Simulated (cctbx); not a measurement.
# Absolute structure of Tb7Pb3

Space group Cmc2_1 (no. 36), a = 10.5230 Å, b = 18.7440 Å, c = 6.6820 Å, α = 90.00°, β = 90.00°, γ = 90.00°.

```csv
atom,mult.,x,y,z,Ueq (Å²)
Pb1,8,0.2836,0.0965,0.6956,0.0186
Pb2,4,1/2,0.3107,0.6858,0.0134
Tb1,8,0.7014,0.2342,0.9408,0.0220
Tb2,4,1/2,0.0354,0.9269,0.0221
Tb3,8,0.3083,0.4414,0.7475,0.0259
Tb4,4,0,0.1262,0.7490,0.0086
Tb5,4,0,0.3352,0.9579,0.0197
```

The model is made up (kin elements in a known structure type, no relaxation), so it says nothing on whether the phase exists.

Data sets are simulated with cctbx and refined with Bijvoet mates kept apart; Flack x is then fitted as the share of an inverted twin with the atoms fixed, Hooft y from the Bijvoet differences. The group is acentric but holds improper operations, so there is an absolute structure (orientation) and no hand.

Untwinned crystal. What Flack and Hooft values should come out?

```csv
λ (Å),extinction (unmodelled),d min (Å),top counts,error (%),model,R1,Flack x,s.u.,Hooft y,s.u.,pairs
0.71073,0.1,0.77,70000,4,as given,0.0110,0.003,0.004,0.001,0.005,728
0.71073,0.1,0.77,70000,4,inverted,0.0587,0.974,0.006,1.027,0.005,728
1.54184,0,0.83,20000,4,as given,0.0167,0.004,0.008,0.012,0.007,576
```

With Mo Kα, x is within 3 s.u. of 0, so the absolute structure is right. With Cu Kα, x is within 3 s.u. of 0, so the absolute structure is right. Inverting the model turns x into about 1 − x.

A further crystal gives:

| λ (Å) | extinction (unmodelled) | d min (Å) | top counts | error (%) | model | R1 | Flack x | s.u. | Hooft y | s.u. | pairs |
| --- | --- | --- | --- | --- | --- | --- | --- | --- | --- | --- | --- |
| 0.7749 | 0 | 0.7 | 20000 | 2 | as given | 0.0394 | 0.488 | 0.007 | 0.493 | 0.005 | 965 |

**Question.** What is it?

It was simulated as an inversion twin with a fraction 0.5 of the inverted domain. Flack x is over 3 s.u. from both 0 and 1 and reads that fraction.

[Logs are printed without paths, hosts, clocks, repeated set-up lines and the standing remarks that a program may print on its own settings, such as how far it seeks lower states.]
